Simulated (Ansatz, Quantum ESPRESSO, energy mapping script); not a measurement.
## Spin model of NiO from collinear orders

Wanted: the magnetic order of NiO, its couplings and an estimate of its ordering temperature, by LDA+U (5.4 eV), QE, GBRV.

Program: Quantum ESPRESSO 7.5. Level of theory: LDA with U = 5.4 eV on Ni d, ortho-atomic projectors; plane waves, U on orthogonalised atomic orbitals unless named otherwise, collinear spin, no spin–orbit coupling. Results are calculated unless marked as measured.

This is a report of a sequence of runs, with most program output left out.

## (1) The structure

It takes space group Fm-3m (No. 225, cubic). Conventional cell: a = 4.172 Å, b = 4.172 Å, c = 4.172 Å, α = 90.00°, β = 90.00°, γ = 90.00°. Ni has 6 O at 2.09 Å nearest. Nearest to O lie 6 Ni at 2.09 Å. Farther neighbours and most contacts between anions are not listed.

The U corrects the self-interaction that lets semilocal functionals spread d and f electrons too far. Its value here is typed, not computed. These runs use Quantum ESPRESSO.

## (2) Parallel start in cell A (4 atoms)

Each cell gets its own parallel run on the same mesh, so that most of the mesh error cancels in the differences.

The potential files are GBRV's for LDA; pw.x takes the functional from them.

File pw.in:

```
&control
  calculation = 'scf'
  prefix = 'pw'
  outdir = './tmp/'
  pseudo_dir = './pseudo/'
  verbosity = 'low'
/
&system
  ibrav = 0
  nat = 4
  ntyp = 2
  ecutwfc = 45
  ecutrho = 360
  nbnd = 38
  occupations = 'smearing'
  smearing = 'fd'
  degauss = 0.00367493
  nspin = 2
  starting_magnetization(1) = 0.1111
/
&electrons
  conv_thr = 1.0e-08
  electron_maxstep = 120
  mixing_beta = 0.3
  mixing_mode = 'plain'
/
ATOMIC_SPECIES
  Ni 58.6934 Ni.upf
  O 15.9990 O.upf
CELL_PARAMETERS angstrom
  0.00000000 -2.08590164 -2.08590164
  0.00000000 2.08590164 -2.08590164
  4.17180328 0.00000000 0.00000000
ATOMIC_POSITIONS crystal
  Ni 0.50000000 0.50000000 0.50000000
  Ni 0.00000000 0.00000000 0.00000000
  O 0.50000000 0.50000000 0.00000000
  O 0.00000000 0.00000000 0.50000000
K_POINTS automatic
  7 7 5 0 0 0
HUBBARD {ortho-atomic}
U Ni-3d 5.4
```

Run with:

```
$ OMP_NUM_THREADS=1 mpirun -n 4 pw.x -nk 4 -in pw.in > pw.out
```

Wall time 16 s (4 MPI ranks of Arm Neoverse V1, shared host); peak memory 0.39 GiB.

Spin moment in the sphere by atom:

```
atom  spin moment in the sphere (μB)
 Ni1                            1.69
 Ni2                            1.69
  O3                            0.25
  O4                            0.25
```

The run ends ferromagnetic.

## (3) Order 2: compensated +−, cell A of 4 atoms

This order reverses 8 of the 12 neighbours at 2.95 Å, 0 of the 6 neighbours at 4.17 Å and 16 of the 24 neighbours at 5.11 Å, counted for an average magnetic atom.

Edit pw.in of step 2 so:

```diff
@@ -10,6 +10,6 @@
   nat = 4
-  ntyp = 2
+  ntyp = 3
   ecutwfc = 45
   ecutrho = 360
-  nbnd = 38
+  nbnd = 36
   occupations = 'smearing'
@@ -19,2 +19,3 @@
   starting_magnetization(1) = 0.1111
+  starting_magnetization(2) = -0.1111
 /
@@ -27,3 +28,4 @@
 ATOMIC_SPECIES
-  Ni 58.6934 Ni.upf
+  Ni1 58.6934 Ni.upf
+  Ni2 58.6934 Ni.upf
   O 15.9990 O.upf
@@ -34,4 +36,4 @@
 ATOMIC_POSITIONS crystal
-  Ni 0.50000000 0.50000000 0.50000000
-  Ni 0.00000000 0.00000000 0.00000000
+  Ni1 0.50000000 0.50000000 0.50000000
+  Ni2 0.00000000 0.00000000 0.00000000
   O 0.50000000 0.50000000 0.00000000
@@ -41,2 +43,3 @@
 HUBBARD {ortho-atomic}
-U Ni-3d 5.4
+U Ni1-3d 5.4
+U Ni2-3d 5.4
```

Elapsed: 16 s, on 4 MPI ranks; peak memory 0.39 GiB; 62 s of CPU time.

Spin moment in the sphere by atom:

```
atom  spin moment in the sphere (μB)
 Ni1                            1.70
 Ni2                           -1.70
  O3                           -0.09
  O4                            0.09
```

The run ends antiferromagnetic, 19.80 meV a magnetic atom above the parallel order of its cell.

## (4) Parallel start in cell B (4 atoms)

A new cell needs its own zero of energy.

This run holds the same structure in another cell (c 4.172 → 5.109 Å, α 90.0 → 73.2°, β 90.0 → 73.2°, γ 90.0 → 60.0°).

File pw.in:

```
&control
  calculation = 'scf'
  prefix = 'pw'
  outdir = './tmp/'
  pseudo_dir = './pseudo/'
  verbosity = 'low'
/
&system
  ibrav = 0
  nat = 4
  ntyp = 2
  ecutwfc = 45
  ecutrho = 360
  nbnd = 38
  occupations = 'smearing'
  smearing = 'fd'
  degauss = 0.00367493
  nspin = 2
  starting_magnetization(1) = 0.1111
/
&electrons
  conv_thr = 1.0e-08
  electron_maxstep = 120
  mixing_beta = 0.3
  mixing_mode = 'plain'
/
ATOMIC_SPECIES
  Ni 58.6934 Ni.upf
  O 15.9990 O.upf
CELL_PARAMETERS angstrom
  0.00000000 -2.08590164 -2.08590164
  -2.08590164 0.00000000 -2.08590164
  2.08590164 2.08590164 -4.17180328
ATOMIC_POSITIONS crystal
  Ni 0.50000000 0.50000000 0.50000000
  Ni 0.00000000 0.00000000 0.00000000
  O 0.75000000 0.75000000 0.75000000
  O 0.25000000 0.25000000 0.25000000
K_POINTS automatic
  8 8 8 0 0 0
HUBBARD {ortho-atomic}
U Ni-3d 5.4
```

The job ended after 39 s (4 MPI ranks; peak memory 0.46 GiB).

The run ends ferromagnetic. For each magnetic atom its energy differs from the parallel run of the first cell by -0.38 meV, an error that one common reference would have brought in.

## (5) Run 4 (compensated +−; cell B, 4 atoms)

This order reverses 6 of the 12 neighbours at 2.95 Å, 6 of the 6 neighbours at 4.17 Å and 12 of the 24 neighbours at 5.11 Å, counted for an average magnetic atom.

Edit pw.in of step 4 so:

```diff
@@ -10,6 +10,6 @@
   nat = 4
-  ntyp = 2
+  ntyp = 3
   ecutwfc = 45
   ecutrho = 360
-  nbnd = 38
+  nbnd = 36
   occupations = 'smearing'
@@ -19,2 +19,3 @@
   starting_magnetization(1) = 0.1111
+  starting_magnetization(2) = -0.1111
 /
@@ -27,3 +28,4 @@
 ATOMIC_SPECIES
-  Ni 58.6934 Ni.upf
+  Ni1 58.6934 Ni.upf
+  Ni2 58.6934 Ni.upf
   O 15.9990 O.upf
@@ -34,4 +36,4 @@
 ATOMIC_POSITIONS crystal
-  Ni 0.50000000 0.50000000 0.50000000
-  Ni 0.00000000 0.00000000 0.00000000
+  Ni1 0.50000000 0.50000000 0.50000000
+  Ni2 0.00000000 0.00000000 0.00000000
   O 0.75000000 0.75000000 0.75000000
@@ -41,2 +43,3 @@
 HUBBARD {ortho-atomic}
-U Ni-3d 5.4
+U Ni1-3d 5.4
+U Ni2-3d 5.4
```

It took 42 s on 4 MPI ranks; peak memory 0.46 GiB; 2.8 min of CPU time.

The run ends antiferromagnetic, 140.96 meV a magnetic atom below the parallel order of its cell.

## (6) Parallel start in cell C (6 atoms)

The parallel order again, as the reference for this cell.

File pw.in:

```
&control
  calculation = 'scf'
  prefix = 'pw'
  outdir = './tmp/'
  pseudo_dir = './pseudo/'
  verbosity = 'low'
/
&system
  ibrav = 0
  nat = 6
  ntyp = 2
  ecutwfc = 45
  ecutrho = 360
  nbnd = 55
  occupations = 'smearing'
  smearing = 'fd'
  degauss = 0.00367493
  nspin = 2
  starting_magnetization(1) = 0.1111
/
&electrons
  conv_thr = 1.5e-08
  electron_maxstep = 120
  mixing_beta = 0.3
  mixing_mode = 'plain'
/
ATOMIC_SPECIES
  Ni 58.6934 Ni.upf
  O 15.9990 O.upf
CELL_PARAMETERS angstrom
  0.00000000 2.08590164 2.08590164
  -2.08590164 0.00000000 -2.08590164
  -4.17180328 -4.17180328 4.17180328
ATOMIC_POSITIONS crystal
  Ni 0.00000000 0.00000000 0.00000000
  Ni 0.33333333 0.66666667 0.66666667
  Ni 0.66666667 0.33333333 0.33333333
  O 0.66666667 0.33333333 0.83333333
  O 0.00000000 0.00000000 0.50000000
  O 0.33333333 0.66666667 0.16666667
K_POINTS automatic
  8 8 3 0 0 0
HUBBARD {ortho-atomic}
U Ni-3d 5.4
```

The job ended after 36 s (4 MPI ranks; peak memory 0.52 GiB; 2.4 min of CPU time).

The run ends ferromagnetic. For each magnetic atom its energy differs from the parallel run of the first cell by -0.37 meV, an error that one common reference would have brought in.

## (7) Uncompensated ++− start in cell C (6 atoms)

This order reverses 4 of the 12 neighbours at 2.95 Å, 4 of the 6 neighbours at 4.17 Å and 12 of the 24 neighbours at 5.11 Å, counted for an average magnetic atom.

Edit pw.in of step 6 so:

```diff
@@ -10,6 +10,6 @@
   nat = 6
-  ntyp = 2
+  ntyp = 3
   ecutwfc = 45
   ecutrho = 360
-  nbnd = 55
+  nbnd = 53
   occupations = 'smearing'
@@ -19,2 +19,3 @@
   starting_magnetization(1) = 0.1111
+  starting_magnetization(2) = -0.1111
 /
@@ -27,3 +28,4 @@
 ATOMIC_SPECIES
-  Ni 58.6934 Ni.upf
+  Ni1 58.6934 Ni.upf
+  Ni2 58.6934 Ni.upf
   O 15.9990 O.upf
@@ -34,5 +36,5 @@
 ATOMIC_POSITIONS crystal
-  Ni 0.00000000 0.00000000 0.00000000
-  Ni 0.33333333 0.66666667 0.66666667
-  Ni 0.66666667 0.33333333 0.33333333
+  Ni1 0.00000000 0.00000000 0.00000000
+  Ni1 0.33333333 0.66666667 0.66666667
+  Ni2 0.66666667 0.33333333 0.33333333
   O 0.66666667 0.33333333 0.83333333
@@ -43,2 +45,3 @@
 HUBBARD {ortho-atomic}
-U Ni-3d 5.4
+U Ni1-3d 5.4
+U Ni2-3d 5.4
```

Elapsed: 42 s, on 4 MPI ranks; peak memory 0.53 GiB; 2.8 min of CPU time.

The run ends ferrimagnetic, 98.80 meV a magnetic atom below the parallel order of its cell.

## (8) Order 7: parallel, cell D of 6 atoms

This run holds the same structure in another cell (c 7.226 → 6.596 Å, α 90.0 → 102.9°, β 90.0 → 102.9°, γ 120.0 → 90.0°).

File pw.in:

```
&control
  calculation = 'scf'
  prefix = 'pw'
  outdir = './tmp/'
  pseudo_dir = './pseudo/'
  verbosity = 'low'
/
&system
  ibrav = 0
  nat = 6
  ntyp = 2
  ecutwfc = 45
  ecutrho = 360
  nbnd = 55
  occupations = 'smearing'
  smearing = 'fd'
  degauss = 0.00367493
  nspin = 2
  starting_magnetization(1) = 0.1111
/
&electrons
  conv_thr = 1.5e-08
  electron_maxstep = 120
  mixing_beta = 0.3
  mixing_mode = 'plain'
/
ATOMIC_SPECIES
  Ni 58.6934 Ni.upf
  O 15.9990 O.upf
CELL_PARAMETERS angstrom
  0.00000000 2.08590164 2.08590164
  0.00000000 2.08590164 -2.08590164
  -6.25770492 -2.08590164 0.00000000
ATOMIC_POSITIONS crystal
  Ni 0.00000000 0.00000000 0.00000000
  Ni 0.33333333 0.33333333 0.66666667
  Ni 0.66666667 0.66666667 0.33333333
  O 0.83333333 0.83333333 0.66666667
  O 0.16666667 0.16666667 0.33333333
  O 0.50000000 0.50000000 0.00000000
K_POINTS automatic
  7 7 7 0 0 0
HUBBARD {ortho-atomic}
U Ni-3d 5.4
```

It took 55 s on 4 MPI ranks; peak memory 0.59 GiB.

The run ends ferromagnetic. For each magnetic atom its energy differs from the parallel run of the first cell by -0.30 meV, an error that one common reference would have brought in.

## (9) Uncompensated ++− start in cell D (6 atoms)

This order reverses 5.33 of the 12 neighbours at 2.95 Å, 1.33 of the 6 neighbours at 4.17 Å and 16 of the 24 neighbours at 5.11 Å, counted for an average magnetic atom.

Edit pw.in of step 8 so:

```diff
@@ -10,6 +10,6 @@
   nat = 6
-  ntyp = 2
+  ntyp = 3
   ecutwfc = 45
   ecutrho = 360
-  nbnd = 55
+  nbnd = 53
   occupations = 'smearing'
@@ -19,2 +19,3 @@
   starting_magnetization(1) = 0.1111
+  starting_magnetization(2) = -0.1111
 /
@@ -27,3 +28,4 @@
 ATOMIC_SPECIES
-  Ni 58.6934 Ni.upf
+  Ni1 58.6934 Ni.upf
+  Ni2 58.6934 Ni.upf
   O 15.9990 O.upf
@@ -34,5 +36,5 @@
 ATOMIC_POSITIONS crystal
-  Ni 0.00000000 0.00000000 0.00000000
-  Ni 0.33333333 0.33333333 0.66666667
-  Ni 0.66666667 0.66666667 0.33333333
+  Ni1 0.00000000 0.00000000 0.00000000
+  Ni1 0.33333333 0.33333333 0.66666667
+  Ni2 0.66666667 0.66666667 0.33333333
   O 0.83333333 0.83333333 0.66666667
@@ -43,2 +45,3 @@
 HUBBARD {ortho-atomic}
-U Ni-3d 5.4
+U Ni1-3d 5.4
+U Ni2-3d 5.4
```

Elapsed: 53 s, on 4 MPI ranks; peak memory 0.58 GiB.

The run ends ferrimagnetic, 26.30 meV a magnetic atom below the parallel order of its cell.

## (10) Mapping onto a Heisenberg model

Each energy difference is a sum of couplings weighted by the pairs that the order reverses. A few near shells are fitted to the differences by least squares. Energies are those extrapolated to zero occupation width, not the free energies F.

The orders that converged (zero: parallel moments in the same cell):

```
                      order  atoms  energy (meV a magnetic atom)  moments (μB)  moments kept as typed  opposed neighbours at 2.95, 4.17, 5.11 Å
         parallel in cell A      4                          0.00          1.69                    yes                                   0, 0, 0
   compensated +− in cell A      4                         19.80          1.70                    yes                                  8, 0, 16
         parallel in cell B      4                          0.00          1.69                    yes                                   0, 0, 0
   compensated +− in cell B      4                       -140.96          1.61                    yes                                  6, 6, 12
         parallel in cell C      6                          0.00          1.69                    yes                                   0, 0, 0
uncompensated ++− in cell C      6                        -98.80  1.60 to 1.65                    yes                                  4, 4, 12
         parallel in cell D      6                          0.00          1.69                    yes                                   0, 0, 0
uncompensated ++− in cell D      6                        -26.30  1.67 to 1.68                    yes                            5.33, 1.33, 16
```

The Heisenberg fit (each pair counts twice, positive J is ferromagnetic):

```
 pair  distance (Å)  neighbours  J (meV)
Ni–Ni          2.95          12     2.26
Ni–Ni          4.17           6    -13.0
Ni–Ni          5.11          24   -0.503
```

These orders cannot tell some unfitted shells from fitted ones: the value at 2.95 Å holds J(2.95) − 2 J(5.90) + 4 J(7.80) and the value at 5.11 Å holds J(5.11) + J(5.90); other unfitted shells add to the values wholly or in part. No temperature is drawn.

Adding the shell at 6.60 Å gives 2.3, -13, -0.51 and -0.049 meV, an exact solve that tests nothing.

## (11) Beside the first set of runs

The first set of orders, under PBE+U (5.4 eV), QE, GBRV, took 20 min of CPU time summed over its finished orders (seed run apart), these 20 min.

```
        quantity  this set  first set
J at 2.95 Å, meV      2.26       1.52
J at 4.17 Å, meV     -13.0      -10.5
J at 5.11 Å, meV    -0.503     -0.369
```

The coupling that led in the first set goes from -10.5 to -13.0 meV.

## (12) Outcome

```
lowest order tried                                              : compensated +− in cell B
largest fitted value (a combination of shells), Ni–Ni at 4.17 Å : -13.0 meV
```

**Reading.** Of the orders tried, NiO prefers the order “compensated +− in cell B” under LDA+U (5.4 eV), QE, GBRV, with 6 of 12 neighbours at 2.95 Å, 6 of 6 neighbours at 4.17 Å and 12 of 24 neighbours at 5.11 Å opposed. The coupling at 4.17 Å is 1.2 times that of the first set, at 0.99 times the CPU time. The largest fitted coupling is the Ni–Ni pair at 4.17 Å, antiferromagnetic at -13 meV, across a ligand at about 180°. The straight metal–ligand–metal path outweighs the right-angled one, the pattern expected of superexchange through one ligand p orbital, which these runs do not test. The orders also reverse pairs at 5.90 Å, which are not fitted, so the fitted values hold their part too. With 4 differences for 3 couplings the fit misses by 0.60 meV at most, a small part of the spread. In the fitted orders moments change by up to 4.9 % against the parallel run of the same cell, so their size stays put. With a near shell that the orders cannot separate, no temperature is given.

2 further runs of the session are left out of this account and of its counts and ranges: runs hit by known faults of a program or its files, repeats, responses too ill-conditioned to give a U, cells squeezed past sense, harmless faults, or fits whose shells could not be counted again from the structure.

[Logs and program files are shortened in this print: banners, set-up blocks, solver, clock and traceback lines can be left out without a mark of their own.]

[Logs are printed without paths, hosts, clocks, repeated set-up lines and the standing remarks that a program may print on its own settings, such as how far it seeks lower states.]

[Hosts, paths, dates, database ids (printed as entryN), source tags and the programs' standing remarks are cut or masked in the printed files.]

[Where a cell is said to come from a database of computed structures, the database is the Materials Project.]
